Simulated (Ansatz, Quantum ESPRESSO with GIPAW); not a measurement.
**Solid-state NMR of SrCl2 by GIPAW**

Wanted: NMR shieldings for each site of SrCl2.

**The experiment.** The 87Sr shift is 45.9 ppm against aqueous Sr2+, in “Structural Investigations of Strontium in Inorganic Crystals, Organic Crystals, and Phyllosilicate Minerals with 87Sr NMR” (Bowers, PhD thesis, The Pennsylvania State University, 2006).

Calculated with Quantum ESPRESSO with GIPAW 8.0dev (patched build); DFT, PBE, plane-wave PAW (pslibrary 1.0.0 recipes), scalar-relativistic, GIPAW; a patched development version of the program.

## (1) Starting point

The structure is cubic, space group Fm-3m (No. 225). The conventional cell has a = 6.977 Å, b = 6.977 Å, c = 6.977 Å, α = 90.00°, β = 90.00°, γ = 90.00°. Sr has 8 Cl at 3.02 Å nearest. Nearest to Cl lie 4 Sr at 3.02 Å. Farther neighbours and most contacts between anions are not listed.

The cell is an entry of the Crystallography Open Database.

## (2) Self-consistent run

The shielding is a linear response of the occupied states, which this run provides. It is converged far beyond what an energy needs, since the response uses the wavefunctions themselves. No empty states are asked for: the response is solved without them. The mesh has a spacing of 0.39 Å⁻¹ at most. The PAW files were made with ld1.x from the pslibrary 1.0.0 recipes, with GIPAW reconstruction switched on.

Contents of run_scf.py:

```python
from ase import Atoms
from ase.calculators.espresso import Espresso, EspressoProfile

atoms = Atoms(
    ['Sr', 'Cl', 'Cl'],
    cell=[
        [0.00000000, 3.48835000, 3.48835000],
        [3.48835000, 0.00000000, 3.48835000],
        [3.48835000, 3.48835000, 0.00000000],
    ],
    scaled_positions=[
        [0.00000000, 0.00000000, 0.00000000],
        [0.75000000, 0.75000000, 0.75000000],
        [0.25000000, 0.25000000, 0.25000000],
    ],
    pbc=True,
)
atoms.calc = Espresso(
    profile=EspressoProfile(command='mpirun -np 4 pw.x -nk 4', pseudo_dir='./'),
    pseudopotentials={
        'Sr': 'Sr.pbe-spn-kjpaw_psl.1.0.0-gipaw.UPF',
        'Cl': 'Cl.pbe-n-kjpaw_psl.1.0.0-gipaw.UPF',
    },
    input_data={
        'control': {'calculation': 'scf', 'prefix': 'x', 'outdir': './tmp/'},
        'system': {'ecutwfc': 55, 'ecutrho': 330, 'nbnd': 12},
        'electrons': {'conv_thr': 1.0e-10, 'mixing_beta': 0.7, 'electron_maxstep': 100},
    },
    kpts=(4, 4, 4),
    koffset=(0, 0, 0),
)
print('energy', atoms.get_potential_energy(), 'eV')
```

ASE writes espresso.pwi from it and starts pw.x, whose log goes to espresso.pwo.

Contents of espresso.pwi:

```
&CONTROL
   calculation      = 'scf'
   outdir           = './tmp/'
   prefix           = 'x'
   pseudo_dir       = './'
/
&SYSTEM
   nbnd             = 12
   ecutwfc          = 55
   ecutrho          = 330
   ntyp             = 2
   nat              = 3
   ibrav            = 0
/
&ELECTRONS
   electron_maxstep = 100
   conv_thr         = 1e-10
   mixing_beta      = 0.7
/
&IONS
/
&CELL
/
&FCP
/
&RISM
/
ATOMIC_SPECIES
Sr 87.62 Sr.pbe-spn-kjpaw_psl.1.0.0-gipaw.UPF
Cl 35.45 Cl.pbe-n-kjpaw_psl.1.0.0-gipaw.UPF

K_POINTS automatic
4 4 4  0 0 0

CELL_PARAMETERS angstrom
0.00000000000000 3.48835000000000 3.48835000000000
3.48835000000000 0.00000000000000 3.48835000000000
3.48835000000000 3.48835000000000 0.00000000000000

ATOMIC_POSITIONS angstrom
Sr 0.0000000000 0.0000000000 0.0000000000  
Cl 5.2325250000 5.2325250000 5.2325250000  
Cl 1.7441750000 1.7441750000 1.7441750000
```

Command:

```sh
$ python run_scf.py
```

Output:

```text
Warning: card &CELL ignored
Warning: card &FCP ignored
Warning: card &RISM ignored

     using ibrav=0 with symmetry is DISCOURAGED, use correct ibrav instead

     bravais-lattice index     =            0
     lattice parameter (alat)  =       9.3225  a.u.
     unit-cell volume          =     572.9105 (a.u.)^3
     number of atoms/cell      =            3
     number of atomic types    =            2
     number of electrons       =        24.00
     number of Kohn-Sham states=           12
     kinetic-energy cutoff     =      55.0000  Ry
     charge density cutoff     =     330.0000  Ry
     scf convergence threshold =      1.0E-10
     mixing beta               =       0.7000
     number of iterations used =            8  plain     mixing
     Exchange-correlation= SLA-PW-PBX-PBC
                           (   1   4   3   4   0   0   0)
[...]
Sr               10.00    87.62000     Sr( 1.00)
     Cl                7.00    35.45000     Cl( 1.00)

     48 Sym. Ops., with inversion, found
[...]
number of k points=     8
[...]
Dense  grid:    58071 G-vectors     FFT dimensions: (  54,  54,  54)

     Smooth grid:    31415 G-vectors     FFT dimensions: (  45,  45,  45)

     Check: negative core charge=   -0.000002

     Initial potential from superposition of free atoms

     starting charge      23.9924, renormalised to      24.0000
     Starting wfcs are   16 randomized atomic wfcs

     Self-consistent Calculation

     iteration #  1     ecut=    55.00 Ry     beta= 0.70
     Davidson diagonalization with overlap
     ethr =  1.00E-02,  avg # of iterations =  1.8

     Threshold (ethr) on eigenvalues was too large:
     Diagonalizing with lowered threshold

     Davidson diagonalization with overlap
     ethr =  4.86E-04,  avg # of iterations =  2.8

     total energy              =    -419.42180657 Ry
     estimated scf accuracy    <       0.09241591 Ry

     iteration #  2     ecut=    55.00 Ry     beta= 0.70
     Davidson diagonalization with overlap
     ethr =  3.85E-04,  avg # of iterations =  2.9

     total energy              =    -419.45115561 Ry
     estimated scf accuracy    <       0.02177718 Ry

     iteration #  3     ecut=    55.00 Ry     beta= 0.70
[...]
total energy              =    -419.45519846 Ry
     estimated scf accuracy    <       0.00059673 Ry

[...]
total energy              =    -419.45547778 Ry
[...]
iteration # 10     ecut=    55.00 Ry     beta= 0.70
     Davidson diagonalization with overlap
     ethr =  3.17E-11,  avg # of iterations =  3.1

     total energy              =    -419.45547778 Ry
     estimated scf accuracy    <          6.7E-10 Ry

     iteration # 11     ecut=    55.00 Ry     beta= 0.70
     Davidson diagonalization with overlap
     ethr =  2.79E-12,  avg # of iterations =  2.0

     End of self-consistent calculation
     [one-electron energies left out]

!    total energy              =    -419.45547778 Ry
     total all-electron energy =     -8205.651884 Ry
     estimated scf accuracy    <          5.3E-11 Ry

     The total energy is the sum of the following terms:
     one-electron contribution =     -26.15359733 Ry
     hartree contribution      =      23.41790820 Ry
     xc contribution           =     -40.19897805 Ry
     ewald contribution        =     -93.98768764 Ry
     one-center paw contrib.   =    -282.53312296 Ry

     convergence has been achieved in  11 iterations
[...]
JOB DONE.
```

Wall time 8.4 s (4 MPI ranks of Intel Xeon 6975P-C (Granite Rapids), shared host); peak memory 0.6 GiB; 31 s of CPU time.

It converged in 11 cycles to an estimated accuracy of 5e-11 Ry, on 8 irreducible k-points.

## (3) GIPAW: job nmr

A uniform field breaks periodicity, so gipaw.x applies it as a wave of small q and takes the limit. It solves for the first-order states, builds the induced current and gets the field at each nucleus by Biot–Savart; the PAW spheres add what the smooth waves miss near the nuclei. pawproj makes the reconstruction use the PAW data sets' own projectors.

Contents of nmr.in:

```
&inputgipaw
  job = 'nmr'
  prefix = 'x'
  tmp_dir = './tmp/'
  restart_mode = 'from_scratch'
  verbosity = 'low'
  q_gipaw = 0.01
  spline_ps = .true.
  conv_threshold = 1.0d-14
  use_nmr_macroscopic_shape = .false.
  pawproj(1) = .true.
  pawproj(2) = .true.
/
```

Command:

```sh
$ mpirun -np 4 gipaw.x -in nmr.in > nmr.out
```

Output:

```text
[banner, memory and clock lines left out]
[a note of our patched build left out]

     Parallelizing q-star over 1 images

     IMPORTANT: XC functional enforced from input :
     Exchange-correlation= PBE
                           (   1   4   3   4   0   0   0)
     Any further DFT definition will be discarded
     Please, verify this is what you really want

     Check: negative core charge=   -0.000002
[...]
projs nearly linearly dependent: l=0  n1,n2= 1, 2  s=  0.99266918
[...]
alpha_pv=     65.6681 eV

     spline_ps is .false., expect some extrapolation errors

     q-space interpolation up to    66.00 Rydberg

     GIPAW job: nmr
     NMR macroscopic correction: no
[...]
Computing the magnetic susceptibility     isolve=0    ethr=  0.1000E-13
     Starting from scratch
     k-point #    1 of     8      pool #  1    cpu time:       1.0
[...]
End of magnetic susceptibility calculation

     f-sum rule (1st term):
           -26.8209          0.0000          0.0000
            -0.0000        -26.8209          0.0000
             0.0000         -0.0000        -26.8209

     f-sum rule (2nd term):
            -0.3726         -0.0000          0.0000
            -0.0000         -0.3726         -0.0000
            -0.0000         -0.0000         -0.3726

     f-sum rule (should be   -27.1919):
           -27.1935          0.0000          0.0000
            -0.0000        -27.1935          0.0000
             0.0000         -0.0000        -27.1935

[... susceptibilities left out ...]
     Contributions to the NMR chemical shifts: -------------------------------

     Macroscopic shape contribution in ppm:                    0.00
             0.0000          0.0000          0.0000
             0.0000          0.0000          0.0000
             0.0000          0.0000          0.0000

     Core contribution in ppm:

     Atom  1  Sr  pos: (  0.000000  0.000000  0.000000)  core sigma:        3441.03
     Atom  2  Cl  pos: (  1.060660  1.060660  1.060660)  core sigma:        1050.85
     Atom  3  Cl  pos: (  0.353553  0.353553  0.353553)  core sigma:        1050.85

     Bare contribution in ppm:

     Atom  1  Sr  pos: (  0.000000  0.000000  0.000000)  bare sigma:         104.15
[...]
Atom  2  Cl  pos: (  1.060660  1.060660  1.060660)  bare sigma:          62.96
[...]
Atom  3  Cl  pos: (  0.353553  0.353553  0.353553)  bare sigma:          62.96
[...]
Diamagnetic contribution in ppm:

     Atom  1  Sr  pos: (  0.000000  0.000000  0.000000)  dia sigma:         -26.41
[...]
Atom  2  Cl  pos: (  1.060660  1.060660  1.060660)  dia sigma:          -8.17
[...]
Atom  3  Cl  pos: (  0.353553  0.353553  0.353553)  dia sigma:          -8.17
[...]
Paramagnetic contribution in ppm:

     Atom  1  Sr  pos: (  0.000000  0.000000  0.000000)  para sigma:       -1409.19
[...]
Atom  2  Cl  pos: (  1.060660  1.060660  1.060660)  para sigma:        -528.98
[...]
Atom  3  Cl  pos: (  0.353553  0.353553  0.353553)  para sigma:        -528.98
[...]
Paramagnetic US occ-occ contribution in ppm:

     Atom  1  Sr  pos: (  0.000000  0.000000  0.000000)  para_oo sigma:          -1.65
[...]
Atom  2  Cl  pos: (  1.060660  1.060660  1.060660)  para_oo sigma:          -0.11
[...]
Atom  3  Cl  pos: (  0.353553  0.353553  0.353553)  para_oo sigma:          -0.11
[...]
Paramagnetic US L_R Q_R contribution in ppm:

     Atom  1  Sr  pos: (  0.000000  0.000000  0.000000)  para_lq sigma:         821.11
[...]
Atom  2  Cl  pos: (  1.060660  1.060660  1.060660)  para_lq sigma:         158.77
[...]
Atom  3  Cl  pos: (  0.353553  0.353553  0.353553)  para_lq sigma:         158.77
[...]
Total NMR chemical shifts in ppm: ---------------------------------------
     (adopting the Simpson convention for anisotropy and asymmetry)-----------

     Atom  1  Sr  pos: (  0.000000  0.000000  0.000000)  Total sigma:        2929.04
          2929.0418          0.0000          0.0000
             0.0000       2929.0418          0.0000
             0.0000          0.0000       2929.0418

     Sr      1    anisotropy:      0.00    eta:    0.0000
[...]
Atom  2  Cl  pos: (  1.060660  1.060660  1.060660)  Total sigma:         735.33
           735.3329          0.0000          0.0000
            -0.0000        735.3329          0.0000
             0.0000          0.0000        735.3329

     Cl      2    anisotropy:      0.00    eta:    0.0000
[...]
Atom  3  Cl  pos: (  0.353553  0.353553  0.353553)  Total sigma:         735.33
[... its tensor is left out ...]
```

Wall time 32 s (4 MPI ranks); peak memory 0.37 GiB; 2.1 min of CPU time.

The f-sum rule is met to 0.0016 of 27.2 (0.006 %). Converged shieldings require that this miss be small, but a small miss does not prove them.

From the symmetric part of each tensor, with principal values σ11 ≤ σ22 ≤ σ33: σ_iso is their mean, the span is σ33 − σ11 and the skew 3(σ_iso − σ22)/span. (gipaw.x prints an anisotropy in another convention.)

```csv
site,atom no.,atoms in cell,σ_iso (ppm),span (ppm),skew
Sr,1,1,2929,0,-
Cl,2,2,735.3,0.0,-
```

The macroscopic shape term is switched off. For a spherical sample the valence susceptibility of this run would add about 9 ppm to every site, a rough estimate, since the susceptibility converges slowly and lacks part of the PAW terms. Differences within the crystal don't depend on it, but shieldings of different compounds can't be compared to better than a few ppm without it.

Sr and Cl sit on cubic site symmetry, where the tensor must be isotropic.

How the isotropic values are made up (ppm). The core part is that of the free atom's core; bare is the current of the smooth valence states; the last two are what the PAW spheres add to the diamagnetic and the paramagnetic current:

```csv
site,core,bare,"reconstruction, dia","reconstruction, para"
Sr,3441.0,104.1,-26.4,-589.7
Cl,1050.8,63.0,-8.2,-370.3
```

The quadrupolar nuclei (87Sr and 35Cl) sit on sites where the field gradient vanishes by symmetry, so they have no quadrupolar coupling.

## (4) Sites, surroundings and shifts

Covalently bonded atoms count as neighbours within 1.18 times the sum of their radii. Otherwise a cation's neighbours lie within 1.2 times its shortest bond (1.3 for large cations, each anion's radius taken off where they differ), and an anion's are the cations that count it.

```csv
site,atom no.,atoms in cell,surroundings,bonds (Å),σ_iso (ppm)
Sr,1,1,SrCl8,3.021,2929
Cl,2,2,bound to Sr4,3.021,735.3
```

## (5) Cost against result

Each row names what was changed: another mesh tests the sampling of the zone; another functional shows how far the paramagnetic term hangs on the exchange-correlation form; another cutoff tests the basis.

Changes of σ_iso (ppm) against the run above (PBE, cutoffs 55 and 330 Ry, mesh 4×4×4, 2.6 min). Times are CPU times of pw.x and gipaw.x together, on 4 MPI ranks of Intel Xeon 6975P-C (Granite Rapids), shared host; on a shared host they are rough. A run is marked as doubtful where the f-sum miss passes 0.015 electrons, or that much for each three atoms in larger cells (with Tl, Pb, Hg, Bi or Sn a third of that, or a mesh spacing over 0.26 Å⁻¹), or where the susceptibility is unphysically large.

```csv
run,CPU time,f-sum miss,Sr,Cl
mesh 5×5×5,3.3 min,1.0e-4,+0.8,+2.2
LDA,2.4 min,0.0026,-63.9,-58.8
cutoffs 40 and 270 Ry (coarse on purpose),100 s,0.0015,-0.5,-0.1
mesh 3×3×3 (marked),96 s,0.017,-4.8,-19.6
Wu-Cohen,2.8 min,0.0020,-24.5,-18.8
cutoffs 70 and 420 Ry,3.3 min,0.0017,+0.2,-0.1
```

The largest move is -63.9 ppm, on Sr, from LDA.

## (6) Against experiment

Without a fitted line the measured shift still tests the calculation: for an exact theory σ + δ is one number for all compounds of a nucleus, up to the shape term, which is left out of σ and differs by some ppm between compounds.

```csv
"nucleus, site",σ_iso (ppm),measured δ (ppm),σ + δ (ppm),"σ + δ of other compounds, same level"
"87Sr, Sr",2929,45.9,2975,SrO 2943
```

## (7) What came out

```
87Sr shielding without shape term : 2929 ppm
35Cl shielding without shape term : 735.3 ppm
```

In words: 87Sr has one site (SrCl8), with isotropic shielding 2929 ppm (shape term left out). A shift needs a reference, δ = σ_ref − σ, fixed on measured compounds; for 87Sr of this kind at this level too few were at hand, or they scattered too widely about a line, so none is given. For 87Sr, σ + δ is 2975 ppm here and 2943 ppm in SrO: with that reference and slope one the shift would be off by -32 ppm. Going to mesh 5×5×5 changes no isotropic shielding by more than 2.2 ppm, a first measure of the error left in that respect. Going to cutoffs 70 and 420 Ry changes no isotropic shielding by more than 0.16 ppm, so the main run is converged in that respect. The cheaper run with cutoffs 40 and 270 Ry takes about 65 % of the time and is off by 0.53 ppm on Sr. The largest change with the functional is 63.9 ppm in absolute shielding; part of that drops out once each functional has its own reference line. The scalar-relativistic files are used with non-relativistic response operators, which weighs most on the heavy atoms' own shieldings. This build of gipaw.x prints that it is not audited and that its numbers are no references by themselves. It also reports spline_ps as false although the input sets it; why was not traced.

[Banner, clock, file and message-heading lines were taken out of the pw.x and gipaw.x logs.]

[Logs are printed without paths, hosts, clocks, repeated set-up lines and the standing remarks that a program may print on its own settings, such as how far it seeks lower states.]

[Hosts, paths, dates, database ids (printed as entryN), source tags and the programs' standing remarks are cut or masked in the printed files.]

[Where no reference line passes its bar on scatter, no shift is given, so a measured shift of this compound may stand uncompared.]
